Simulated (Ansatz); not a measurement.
# CrGe2As4 monolayer in a perpendicular field, part 2 of 2

Aim: how the CrGe2As4 monolayer screens a field along its normal, and what the field does to its bands. A positive field points along +c.

Ansatz 0.2.0; plane-wave DFT, PBE-D3(BJ), Ansatz PAW (set soft_1); PAW set soft_1.

So far. Step 2 (Relaxation): The lattice constant a goes from 3.730 to 3.670 Å.

### Step 3. Atoms held, field 0

A sawtooth potential applies the field, turning back in the middle of the vacuum. With the dipole correction the typed value is the field outside the slab. The induced dipole is small, so the SCF threshold is tight.

The cell differs from the one that the last finished run ended in (c 48.178 → 27.959 Å).

input.yaml

```yaml
crystal:
  lattice:
    - [3.6704995873, 0.0, 0.0]
    - [-1.8352497937, 3.1787458872, 0.0]
    - [0.0, 0.0, 27.9593522237]
  atoms:
    - { symbol: As, position: [0.0, 0.0, 0.3218958697], spin: -0.01 }
    - { symbol: Ge, position: [0.3333333333, 0.6666666667, 0.3641062111], spin: 0.01 }
    - { symbol: As, position: [0.3333333333, 0.6666666667, 0.4515390058], spin: -0.11 }
    - { symbol: Cr, position: [0.0, 0.0, 0.5], spin: 2.06 }
    - { symbol: As, position: [0.3333333333, 0.6666666667, 0.5484609942], spin: -0.11 }
    - { symbol: Ge, position: [0.3333333333, 0.6666666667, 0.6358937889], spin: 0.01 }
    - { symbol: As, position: [0.0, 0.0, 0.6781041303], spin: -0.01 }
magnetization:
  spin_polarized: true
kpoints:
  mp_grid: { grid: [12, 12, 1] }
  band_path:
    path: [[0, 0, 0], [0.5, 0, 0], [0.33333333, 0.33333333, 0], [0, 0, 0]]
    npoints: 16
hamiltonian:
  xc: pbe
  dispersion: d3bj
  pseudopotentials: { kind: paw, azcp: { folder: soft_1 } }
scf:
  occupations: { method: fermi_dirac, width: 0.02585 }
  convergence: { dr2_threshold: 1.0e-10 }
efield:
  axis: 3
  dipole_correction: true
  ramp_position: 0.97
  ramp_width: 0.06
  amplitude: 0
output:
  dos: { projected: true, e_range: [-6, 5] }
  write_potential: true
  write_density: true
  volumetric_format: npy
  elf: true
```

On the command line:

```
ansatz run input.yaml --threads 4 --pin off --max-ram 6144MiB --backend cpu --events-out ev --progress --plain --runs-dir out
```

Numbers of over 12 decimals in the logs are rounded to 6 here.

Output:

```text
[...]
Crystal: 7 atoms, lattice volume = 326.218 Å³
Basis set: ecut = 420 eV, 6357 PW (Γ)
Bands: 63, of which v1, the nominal top of the filled ones, is band 51 counted from 1 (50 counted from 0)
Symmetry: 6 space group operations
k-points: 19 of 144 (time reversal used)
[...]
Starting moments: Σ|m| = 2.32 μB on 7 of 7 sites
[...]
SCF iter   1: F=—  HF=-31390.590526 eV  |F-HF|=—  |Δ(HF+E_count)|=         —  Δρ=3.70e-2 (↑3.70e-2 ↓1.24e-2)  dr2=5.53e0  dr2_m=1.08e0  M=0.470 μB ∫|m|=0.972 μB  β_m=0.40  ethr=3.10e-3  p=0.000 e·Å  D=1.88e-13 V/Å  ΔV_dip=-0.00 eV  dr2_dipole=1.48e-9  V_vac-E_F(+/−)=5.23/5.23 eV  ⟨swp⟩=7.7  Hψ=9627  notcnv=0  defer=1
[...]
efield: sawtooth ramp at fractional position 0.9700 (set: `efield.ramp_position`, or a place that a band, a saddle search or an elastic batch's reference lends), width 0.0600; the density the first Hamiltonian is built on has a dipole p = 0.000 e·Å; the dipole correction subtracts the counter field D = 1.88e-13 V/Å, which shifts the + side's vacuum level by -0.00 eV against the − side's; the planar-averaged density in the ramp window peaks in size at 4.7e-6 e/Å³
[...]
SCF iter   2: F=—  HF=-31392.150068 eV  |F-HF|=—  |Δ(HF+E_count)|=         —  Δρ=2.04e-2 (↑2.04e-2 ↓9.24e-3)  dr2=1.39e0  dr2_m=4.23e-1  M=0.455 μB ∫|m|=0.888 μB  β_m=0.30  ethr=3.10e-3  p=0.000 e·Å  D=7.71e-5 V/Å  ΔV_dip=-0.00 eV  dr2_dipole=1.00e-5  V_vac-E_F(+/−)=4.80/4.80 eV  ⟨swp⟩=2.8  Hψ=5096  notcnv=0  defer=163
[...]
density mixer auto → msr1: a metal under ldos (density of states about μ 0.75 of a free-electron gas's, 74 screened modes)
SCF iter   3: F=—  HF=-31393.221545 eV  |F-HF|=—  |Δ(HF+E_count)|=    1.07e0  Δρ=1.23e-2 (↑1.23e-2 ↓7.34e-3)  dr2=4.58e-1  dr2_m=1.90e-1  M=0.484 μB ∫|m|=0.906 μB  β_m=0.55  ethr=1.37e-3  p=0.000 e·Å  D=2.30e-5 V/Å  ΔV_dip=-0.00 eV  dr2_dipole=1.05e-6  V_vac-E_F(+/−)=4.77/4.77 eV  ⟨swp⟩=2.1  Hψ=2845  notcnv=0  defer=163
[...]
SCF iter  20: F=-31394.543968 eV  HF=-31394.543968 eV  |F-HF|=1.82e-11  |Δ(HF+E_count)|=  3.27e-11  Δρ=3.10e-8 (↑3.10e-8 ↓1.71e-8)  dr2=1.26e-11  dr2_m=6.03e-13  M=1.964 μB ∫|m|=2.773 μB  ethr=1.00e-12  p=0.000 e·Å  D=2.70e-8 V/Å  ΔV_dip=-0.00 eV  dr2_dipole=1.35e-13  V_vac-E_F(+/−)=4.78/4.78 eV  ⟨swp⟩=10.1  Hψ=7517  notcnv=0
[...]
SCF 1 converged in 20 iterations: F = -31394.543968 eV  dr2 = 1.26e-11
[...]
NSCF: frozen V_eff on 49 k-points
efield: sawtooth ramp at fractional position 0.9700 (kept from the solve that this one continues, or follows in the run), width 0.0600; the density the first Hamiltonian is built on has a dipole p = 0.000 e·Å; the dipole correction subtracts the counter field D = 2.70e-8 V/Å, which shifts the + side's vacuum level by -0.00 eV against the − side's; the planar-averaged density in the ramp window peaks in size at 4.9e-6 e/Å³
SCF converged after 20 iterations
Magnetization: 1.9642 μB (51.9821 up, 50.0179 down)
Absolute magnetization: 2.7667 μB (∫|ρ↑−ρ↓|, with the PAW one-centre terms)
[...]
Per-site moments (μB) at R_I (Å): [(-0.00631638, 1.000571), (0.00951919, 1.000571), (-0.114484, 1.008383), (2.072356, 1.037559), (-0.114484, 1.008383), (0.00951919, 1.000571), (-0.00631637, 1.000571)]
Free energy (F): -31394.543968 eV
[...]
Internal energy: -31394.542579 eV  (E = F + TS)
E sigma→0 (E₀):  -31394.543273 eV
Entropy (-TS):   -0.001389 eV (-0.198 meV/atom)
Fermi energy:    1.689865 eV
Dipole field:    D = -0.000000 V/Å  (p = -0.000001 e·Å, saw-weighted, corrected)
Work function:   Φ+ = 4.7821 eV   Φ− = 4.7821 eV
Levels:          The Fermi level and band energies are counted from a zero that moves with the ramp; work functions are not
[...]
--- Band table (eV; the first three rows and the last of 38) ---
  k-point 0 ↑: bands = [... 47 lower, 1.3142, 1.3142, 1.3297, 1.3297, 3.3917, 3.6533, 3.9516, 3.9516, ... 8 higher]
  k-point 1 ↑: bands = [... 47 lower, 0.7985, 0.9698, 1.1163, 1.1394, 3.4157, 3.7190, 3.8072, 3.9750, ... 8 higher]
  k-point 2 ↑: bands = [... 47 lower, 0.6490, 0.6756, 0.7220, 0.9284, 2.6821, 3.1120, 3.3888, 3.9869, ... 8 higher]
  k-point 18 ↓: bands = [... 47 lower, -0.6906, -0.0699, 0.5725, 2.4557, 2.7356, 3.1606, 3.2452, 3.4504, ... 8 higher]
```

Wall time 90 s (4 threads of Intel Xeon Platinum 8259CL at 2.50GHz (Skylake/Cascade Lake), shared host); peak memory 1.5 GiB; 5.6 min of CPU time.

In the SCF lines HF is the Harris–Foulkes energy and dr2 the Hartree energy of the density residual, in eV; the loop may stop once dr2 is under the threshold and the program's other checks hold. Hψ counts applications of the Hamiltonian.

This step gave:

| Property | Result |
| --- | --- |
| energy at zero smearing | -31394.5433 eV |
| total moment | 1.964 μB |
| site moments | -0.006316, 0.009519, -0.1145, 2.072, -0.1145, 0.009519, -0.006316 μB |
| work function, upper face | 4.782 eV |
| dipole along the normal | -6.49e-7 e·Å |

Running mean over a fixed 2.8 Å (it still follows the layers) of the planar mean; the ramp of the sawtooth is left out. The electron's electrostatic potential energy less the Fermi level by z:

z (Å), electron's electrostatic potential energy less the Fermi level (eV) and a bar from the least value:
```
        4       4.78 ##############################
        5       4.78 ##############################
        6       4.72 ##############################
        7       3.83 ###########################
        8       1.19 ###################
        9      -2.71 #######
       10      -3.50 ####
       11      -2.25 ########
       12      -1.25 ###########
       13      -3.75 ###
       14      -4.85 
       15      -3.63 ####
       16      -1.21 ###########
       17      -2.34 ########
       18      -3.56 ####
       19      -2.58 #######
       20       1.33 ###################
       21       3.92 ###########################
       22       4.73 ##############################
       23       4.78 ##############################
       24       4.78 ##############################
```

The density of states has structure finer than the step of the table below, so its rows give means over 0.25 eV, whole bins alone (the curve runs from -6 to 1.99 eV). Peaks (eV: height): total -2.580: 8.72, -2.420: 8.80, -1.780: 9.73, -1.620: 8.54, -1.480: 10.4, -1.180: 9.41, 1.720: 8.83; up -5.750: 4.73, -2.580: 5.81, -2.330: 4.40, -1.860: 5.31, -1.670: 4.96, -1.620: 4.67, -1.480: 8.30; down -3.820: 4.02, -3.770: 4.21, -2.420: 5.19, -2.170: 4.29, -1.780: 5.60, -1.180: 7.36, 1.690: 7.59.

Table of density of states by energy, zero at the Fermi level; means over each step; values in states/eV a cell:

```csv
energy (eV),total,up,down
-5.75,1.19,0.827,0.359
-5.50,0,0,0
-5.25,0,0,0
-5.00,0.591,0.591,0
-4.75,4.54,2.41,2.12
-4.50,4.07,1.90,2.17
-4.25,2.44,1.13,1.31
-4.00,3.06,1.63,1.43
-3.75,4.55,2.16,2.39
-3.50,2.70,1.38,1.32
-3.25,3.37,1.81,1.56
-3.00,3.41,1.66,1.75
-2.75,4.80,2.83,1.96
-2.50,7.44,4.08,3.35
-2.25,7.09,3.41,3.68
-2.00,5.55,3.47,2.08
-1.75,7.27,4.24,3.02
-1.50,7.89,5.50,2.39
-1.25,7.79,2.88,4.91
-1.00,4.37,1.94,2.43
-0.75,2.99,1.77,1.23
-0.50,1.66,1.00,0.661
-0.25,1.55,1.38,0.172
0.00,1.45,1.21,0.239
0.25,1.63,0.802,0.825
0.50,2.38,0.666,1.72
0.75,2.45,1.44,1.02
1.00,3.07,2.12,0.954
1.25,3.44,1.91,1.53
1.50,3.56,1.57,2.00
1.75,6.79,1.95,4.83
```

Projected DOS per atom over height of the atomic layer and energy from the Fermi level. Layers: As Ge As Cr As Ge As from below.

Values in states/eV, 22 rows by 7 columns, each cell a mean:
```
0.46 0.42 0.59 2.81 0.59 0.42 0.46
0.35 0.29 0.37 1.32 0.37 0.29 0.35
0.32 0.24 0.43 1.30 0.43 0.24 0.32
0.14 0.11 0.23 1.50 0.23 0.11 0.14
0.08 0.07 0.18 1.29 0.18 0.07 0.08
0.06 0.04 0.20 0.86 0.20 0.04 0.06
0.13 0.06 0.13 0.83 0.13 0.06 0.13
0.37 0.17 0.31 1.10 0.31 0.17 0.37
0.88 0.32 0.82 1.66 0.82 0.32 0.88
0.83 0.35 0.97 3.25 0.97 0.35 0.83
1.06 0.50 0.97 1.82 0.97 0.50 1.06
1.17 0.61 0.87 1.02 0.87 0.61 1.17
1.11 0.70 1.06 1.23 1.06 0.70 1.11
0.53 0.42 0.59 0.60 0.59 0.42 0.53
0.50 0.37 0.47 0.47 0.47 0.37 0.50
0.58 0.50 0.51 0.45 0.51 0.50 0.58
0.41 0.42 0.61 0.43 0.61 0.42 0.41
0.32 0.38 0.70 0.35 0.70 0.38 0.32
0.42 0.55 0.94 0.41 0.94 0.55 0.42
0.01 0.01 0.06 0.03 0.06 0.01 0.01
0.00 0.00 0.00 0.00 0.00 0.00 0.00
0.22 0.20 0.11 0.01 0.11 0.20 0.22
```
Columns: height of the atomic layer (Å) from 9 to 19.0 (not evenly spaced); rows upwards: energy from the Fermi level (eV) from -5.96 to 1.96.

Projected DOS per atom, spin up over height of the atomic layer and energy from the Fermi level. Layers: As Ge As Cr As Ge As from below.

Ten even steps from '0' (0.00 states/eV) to '9' (2.58 states/eV), each cell a mean:
```
0011100
0001000
0012100
0002000
0001000
0002000
0002000
0003000
1003001
1019101
2115112
1112111
2123212
1011101
0001000
1001001
0011100
0010100
0111110
0000000
0000000
0000000
```
Columns: height of the atomic layer (Å) from 9 to 19.0 (not evenly spaced); rows upwards: energy from the Fermi level (eV) from -5.96 to 1.96.

Projected DOS per atom, spin down over height of the atomic layer and energy from the Fermi level. Layers: As Ge As Cr As Ge As from below.

Ten even steps from '_' (0.00 states/eV) to '@' (2.54 states/eV), each cell a mean:
```
..__..@@..__..
______==______
______::______
______--______
______--______
______________
______________
______..______
::__::--::__::
..__::::::__..
..__......__..
::..........::
::..::..::..::
..__..__..__..
..__________..
......__......
____..__..____
____..__..____
__....__....__
______________
______________
______________
```
Columns: height of the atomic layer (Å) from 9 to 19.0 (not evenly spaced); rows upwards: energy from the Fermi level (eV) from -5.96 to 1.96.

Deep bands are left out, so band numbers here count from the lowest band kept and differ from the log's. Electronic bands along the path, in eV, zero at the Fermi level; # counts the bands kept:

```csv
point,up #12,up #13,up #14,up #15,down #9,down #11,down #12,down #13
Γ,-0.36,-0.36,1.70,1.96,-0.34,-0.19,-0.19,0.79
halfway,-1.28,-1.05,0.39,1.15,-1.61,-0.97,-0.91,0.59
M,-1.59,-1.51,-0.67,-0.04,-2.18,-1.39,-1.04,-0.03
halfway,-1.43,-1.38,-0.89,-0.29,-2.29,-1.80,-1.25,0.40
K,-1.18,-1.11,-1.11,-0.30,-2.64,-1.76,-1.12,0.77
halfway,-1.36,-1.07,0.20,0.53,-1.73,-1.18,-0.97,0.59
Γ,-0.36,-0.36,1.70,1.96,-0.34,-0.19,-0.19,0.79
```

Spin density in the ca plane at fractional y = 0.667, with atoms of Ge and As within 0.2 Å of it.

Values in units of 1e-2 e/Å³, 6 rows by 16 columns, each cell a mean:
```
 0.0  0.0  0.0  0.0 -0.1  0.0 -0.2  0.0  5.8  3.9 -0.2 -0.1  0.0  0.0  0.0  0.0
 0.0  0.0  0.0  0.0  0.0  0.0 -0.2 -0.5  4.5  2.9 -0.6 -0.1  0.0  0.0  0.0  0.0
 0.0  0.0  0.0  0.0  0.0  0.3 -0.5 -2.6  0.2 -0.7 -2.4 -0.2  0.2  0.0  0.0  0.0
 0.0  0.0  0.0  0.1  0.0  0.2  0.1 -0.1 -1.5 -1.6  0.1  0.3  0.0  0.1  0.1  0.0
 0.0  0.0  0.0  0.1  0.0  0.3 -0.1 -1.3 -1.3 -1.6 -1.0  0.2  0.2  0.1  0.1  0.0
 0.0  0.0  0.0  0.0  0.0  0.2 -0.5 -2.2  1.5  0.4 -2.0 -0.2  0.1  0.0  0.0  0.0
```
Columns run along c (16.0 Å, from fractional 0.19 to 0.76 of the cell), rows up along a (3.7 Å). Atoms in or near the plane, at fractional coordinates: Ge at (0.36, 0.33), As at (0.45, 0.33), As at (0.55, 0.33), Ge at (0.64, 0.33).

Electrostatic potential energy in the ca plane at fractional y = 0.667, with atoms of Ge and As within 0.2 Å of it. With pseudopotentials it is smooth inside the atoms' cores, unlike the true potential.

Ten even steps from '0' (-19 eV) to '9' (6 eV), each cell a mean:
```
99999999999999999987667888999988776788899998
99999999999999999987557889999998765678999999
99999999999999999987667788999888876788889998
99999999999999999998776556888655777775568886
99999999999999999999863001575222367632225751
99999999999999999999840000362488247428842620
99999999999999999999730000151699336339961510
99999999999999999999850000362387147417832630
99999999999999999998873102676211377731126762
99999999999999999998777667888766777776678887
```
Columns run along c (16.0 Å, from fractional 0.06 to 0.63 of the cell; values clipped at the 3rd and 97th percentile), rows up along a (3.7 Å). Atoms in or near the plane, at fractional coordinates: Ge at (0.36, 0.33), As at (0.45, 0.33), As at (0.55, 0.33).

Valence density in the ca plane at fractional y = 0.667, with atoms of Ge and As within 0.2 Å of it. It is the smooth field of the valence electrons, not physical close to the nuclei.

Values in e/Å³, 6 rows by 16 columns, each cell a mean:
```
 0  0  0  0  0  0  0  0  0  0  0  0  0  0  0  0
 0  0  0  0  0  0  0  0  0  0  0  0  0  0  0  0
 0  0  0  0  1  1  0  1  0  0  1  0  1  0  0  0
 0  0  0  0  6 11  1 16  1  3 14  1 15  2  0  0
 0  0  0  0  3  6  1  9  1  2  8  0  8  1  0  0
 0  0  0  0  0  0  0  0  0  0  0  0  0  0  0  0
```
Columns run along c (16.0 Å, from fractional 0.19 to 0.76 of the cell), rows up along a (3.7 Å). Atoms in or near the plane, at fractional coordinates: Ge at (0.36, 0.33), As at (0.45, 0.33), As at (0.55, 0.33), Ge at (0.64, 0.33).

The work function of the upper face is 4.78 eV.

### Step 4. Atoms held, field 0.1 V/Å

Edit input.yaml of step 3 so:

```diff
@@ -30,7 +30,6 @@
   dipole_correction: true
-  ramp_position: 0.97
-  ramp_width: 0.06
-  amplitude: 0
+  ramp_position: 0.9603
+  ramp_width: 0.0794
+  amplitude: 0.1
 output:
-  dos: { projected: true, e_range: [-6, 5] }
   write_potential: true
@@ -38,2 +37 @@
   volumetric_format: npy
-  elf: true
```

Output:

```text
[...]
Crystal: 7 atoms, lattice volume = 326.218 Å³
Basis set: ecut = 420 eV, 6357 PW (Γ)
Bands: 63, of which v1, the nominal top of the filled ones, is band 51 counted from 1 (50 counted from 0)
Symmetry: 6 space group operations
k-points: 19 of 144 (time reversal used)
[...]
Starting moments: Σ|m| = 2.32 μB on 7 of 7 sites
[...]
k-point 0 ↑: bands = [... 47 lower, 1.3037, 1.3037, 1.3392, 1.3392, 3.3888, 3.6546, 3.9510, 3.9510, ... 8 higher]
  k-point 1 ↑: bands = [... 47 lower, 0.7974, 0.9699, 1.1078, 1.1470, 3.4147, 3.7184, 3.8067, 3.9732, ... 8 higher]
  k-point 2 ↑: bands = [... 47 lower, 0.6483, 0.6705, 0.7262, 0.9282, 2.6815, 3.1114, 3.3883, 3.9857, ... 8 higher]
  k-point 18 ↓: bands = [... 47 lower, -0.6911, -0.0705, 0.5725, 2.4552, 2.7350, 3.1601, 3.2448, 3.4496, ... 8 higher]
[key lines of the parts left out:]
SCF converged after 20 iterations
Magnetization: 1.9641 μB (51.9821 up, 50.0179 down)
Free energy (F): -31394.547897 eV
Fermi energy:    1.689385 eV
Dipole field:    D = 0.043586 V/Å  (p = 0.078577 e·Å, saw-weighted, corrected)
```

The job ended after 89 s (4 threads; peak memory 1.5 GiB).

The dipole is 0.0786 e·Å.

### Step 5. Single point, field -0.1 V/Å

Edit input.yaml of step 4 so:

```diff
@@ -32,3 +32,3 @@
   ramp_width: 0.0794
-  amplitude: 0.1
+  amplitude: -0.1
 output:
```

Output:

```text
[...]
Crystal: 7 atoms, lattice volume = 326.218 Å³
Basis set: ecut = 420 eV, 6357 PW (Γ)
Bands: 63, of which v1, the nominal top of the filled ones, is band 51 counted from 1 (50 counted from 0)
Symmetry: 6 space group operations
k-points: 19 of 144 (time reversal used)
[...]
Starting moments: Σ|m| = 2.32 μB on 7 of 7 sites
[...]
k-point 0 ↑: bands = [... 47 lower, 1.3037, 1.3037, 1.3392, 1.3392, 3.3888, 3.6546, 3.9510, 3.9510, ... 8 higher]
  k-point 1 ↑: bands = [... 47 lower, 0.7974, 0.9699, 1.1078, 1.1470, 3.4147, 3.7184, 3.8067, 3.9732, ... 8 higher]
  k-point 2 ↑: bands = [... 47 lower, 0.6483, 0.6705, 0.7262, 0.9282, 2.6815, 3.1114, 3.3883, 3.9857, ... 8 higher]
  k-point 18 ↓: bands = [... 47 lower, -0.6911, -0.0705, 0.5725, 2.4552, 2.7350, 3.1601, 3.2448, 3.4496, ... 8 higher]
[key lines of the parts left out:]
SCF converged after 20 iterations
Magnetization: 1.9641 μB (51.9821 up, 50.0179 down)
Free energy (F): -31394.547897 eV
Fermi energy:    1.689386 eV
Dipole field:    D = -0.043587 V/Å  (p = -0.078578 e·Å, saw-weighted, corrected)
```

The job ended after 90 s (4 threads; peak memory 1.5 GiB; 5.5 min of CPU time).

The dipole is -0.0786 e·Å.

### Step 6. Response, atoms held

This step: plane-wave DFT, PBE-D3(BJ), Ansatz PAW (set soft_1); response to a field along the normal, atoms held; PAW set soft_1 (Ansatz 0.2.0).

The dipoles give the slope, and the difference of two potentials shows where the field is screened.

Numbers from this step:

| Item | Value |
| --- | --- |
| equivalent conductor thickness p/(ε₀AE) | 12.19 Å |
| distance between the outer atoms | 9.959 Å |

Table of dipole of the cell by applied field:

```csv
applied field (V/Å),dipole of the cell (e·Å)
-0.1000,-0.0786
0.0000,-6.5e-7
0.1000,0.0786
```

The total moment stays at 1.96 μB for applied field from -0.1 to 0.1 V/Å.

Local field over the applied field, running mean. From the potentials at -0.1 and 0.1 V/Å; running mean over 2.5 Å. Local field over applied field against z:

```csv
z (Å),local field over applied field
4.5,0.998
5.0,0.993
5.5,0.981
6.0,0.952
6.5,0.884
7.0,0.761
7.5,0.592
8.0,0.413
8.5,0.241
9.0,0.106
9.5,0.0445
10.0,0.0324
10.5,0.0337
11.0,0.0478
11.5,0.0573
12.0,0.0425
12.5,0.0315
13.0,0.0324
13.5,0.0234
14.0,0.0148
14.5,0.0246
15.0,0.0326
15.5,0.0317
16.0,0.0441
16.5,0.0572
17.0,0.0463
17.5,0.0332
18.0,0.0327
18.5,0.0466
19.0,0.115
19.5,0.254
20.0,0.427
20.5,0.607
21.0,0.773
21.5,0.892
22.0,0.955
22.5,0.983
23.0,0.994
23.5,0.998
```

Electrons, planar mean, per unit field. Induced electron density against z:

```csv
z (Å),induced electron density (e/Å³ per V/Å)
4.5,1.0e-5
5.0,3.0e-5
5.5,8.7e-5
6.0,2.4e-4
6.5,6.1e-4
7.0,0.00142
7.5,0.00278
8.0,0.00351
8.5,0.00156
9.0,6.5e-4
9.5,5.7e-4
10.0,-5.2e-4
10.5,-9.0e-4
11.0,4.3e-4
11.5,7.2e-5
12.0,-2.2e-4
12.5,7.8e-4
13.0,1.9e-4
13.5,-7.9e-4
14.0,3.8e-5
14.5,7.8e-4
15.0,-2.9e-4
15.5,-7.4e-4
16.0,2.8e-4
16.5,-1.3e-4
17.0,-4.0e-4
17.5,1.0e-3
18.0,4.1e-4
18.5,-6.0e-4
19.0,-6.8e-4
19.5,-0.00173
20.0,-0.00352
20.5,-0.00267
21.0,-0.00133
21.5,-5.6e-4
22.0,-2.2e-4
22.5,-8.0e-5
23.0,-2.8e-5
23.5,-9.4e-6
```

By hand: between -0.1 and 0.1 V/Å the dipole changes by 0.1572 e·Å, a slope of 0.7858 e·Å²/V. A perfect conductor of thickness t has p = ε₀AEt, so t = 180.95 × 0.7858 / 11.668 = 12.19 Å (e/ε₀ = 180.95 V·Å, A in Å²).

The induced dipole is that of a conductor 12.19 Å thick.

### Step 7. What came out

```json
{
  "gap without field": "none",
  "work function, upper face": "4.78 eV",
  "equivalent conductor thickness, atoms held": "12.2 Å"
}
```

The induced dipole equals that of a perfect conductor 12.19 Å thick, while the outer atoms lie 9.96 Å apart. There is no gap over 0.03 eV, with or without the field. For an open d or f shell that can be the fault of a semilocal functional without a Hubbard term. The magnetic order is the one reached from the typed start; other orders were not compared. Spin-orbit coupling is left out. The outer anions sit over the metal atoms, one of several polytypes of such layers and not the lowest for every compound.

[Logs are printed without paths, hosts, clocks, repeated set-up lines and the standing remarks that a program may print on its own settings, such as how far it seeks lower states.]

[Hosts, paths, dates, database ids (printed as entryN), source tags and the programs' standing remarks are cut or masked in the printed files.]

[Maps of the electrostatic potential energy from Ansatz leave out the sawtooth potential of an applied field or a dipole correction, so their vacuum need not be flat; planar profiles and work functions include it.]
